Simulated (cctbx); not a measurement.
# Diagnosing a refinement

Cell a = 10.8920 Å, b = 10.8920 Å, c = 10.8920 Å, α = 90.00°, β = 90.00°, γ = 90.00°; space group Fd-3m (no. 227, origin choice 1).

The data are simulated with cctbx, not measured: Mo Kα, λ = 0.71073 Å, to d = 0.7 Å, 80 % of the full sphere, strongest reflection 40000 counts, noise from counting, a 1.5 % proportional error and a noise floor of 2 counts (s.d.); no absorption.

An anisotropic refinement with weights 1/σ² prints:

```text
Rint 0.020, 118 unique reflections to 0.71 A
cycle     R1     wR2    GooF  max shift (A)
   1  0.0804  0.1875  21.301   0.00157
   2  0.0373  0.0956  10.861   0.00001
final R1 0.0373 wR2 0.0956 GooF 10.861  parameters 11  data/parameter 10.7
atom        x        y        z      Ueq    occ   su(xyz)  su(Uiso or U11)
Ga1    0.33259  0.33259  0.33259   0.0277  1.000  0.00009  0.0005
V1     0.06885  0.75000  0.25000   0.0180  1.000  0.00016  0.0009
P1     0.12500  0.12500  0.12500   0.0236  1.000  0.00000  0.0009
N1     0.12500  0.62500  0.12500   0.0284  1.000  0.00000  0.0034
difference map: max 1.59 min -0.80 rms 0.29
Q1    0.0000  0.0000  0.2914   48    1.61  0.30 A from V1
Q2    0.1250  0.1250  0.1250   16    0.79  0.00 A from P1
Q3    0.1048  0.1048  0.6048   32    0.70  0.38 A from N1
Q4    0.0266  0.0266  0.8907   96    0.34  0.91 A from Ga1
Q5    0.1177  0.1177  0.3823   32    0.27  0.94 A from Ga1
Q6    0.0273  0.0273  0.9727   32    0.22  1.04 A from Ga1
```

Q: Accept it or mend it, and why?

Mend it. The fault: wrong element: Ga1 is Ni. Against the right model at the same level, R1 goes from 0.0033 to 0.0373 and GooF from 0.83 to 10.86 and the top difference peak, 1.6 e/Å³, lies on V1. Ga1 has 3 electrons too many and its U swells to shed them, as expected.

The compound is V3Ni2PN. The right model at the same level gives:

```text
Rint 0.020, 118 unique reflections to 0.71 A
cycle     R1     wR2    GooF  max shift (A)
   1  0.0035  0.0078   0.882   0.00002
   2  0.0033  0.0073   0.833   0.00000
final R1 0.0033 wR2 0.0073 GooF 0.833  parameters 11  data/parameter 10.7
atom        x        y        z      Ueq    occ   su(xyz)  su(Uiso or U11)
Ni1    0.33260  0.33260  0.33260   0.0243  1.000  0.00001  0.0000
V1     0.06871  0.75000  0.25000   0.0219  1.000  0.00001  0.0001
P1     0.12500  0.12500  0.12500   0.0274  1.000  0.00000  0.0001
N1     0.12500  0.62500  0.12500   0.0322  1.000  0.00000  0.0003
difference map: max 0.11 min -0.21 rms 0.03
Q1    0.0402  0.0402  0.8927   96    0.12  0.71 A from Ni1
Q2    0.0123  0.1168  0.6168   96    0.11  1.23 A from N1
Q3    0.0490  0.0490  0.1110   96    0.10  1.18 A from P1
Q4    0.0551  0.0551  0.6666   96    0.08  0.86 A from V1
Q5    0.0463  0.0463  0.5463   32    0.07  1.48 A from N1
Q6    0.0000  0.0000  0.9401   48    0.07  1.30 A from Ni1
```

The model is made up (kin elements in a known structure type, no relaxation), so it says nothing on whether the phase exists.

[Middle refinement cycles are left out of these outputs.]

[Logs are printed without paths, hosts, clocks, repeated set-up lines and the standing remarks that a program may print on its own settings, such as how far it seeks lower states.]
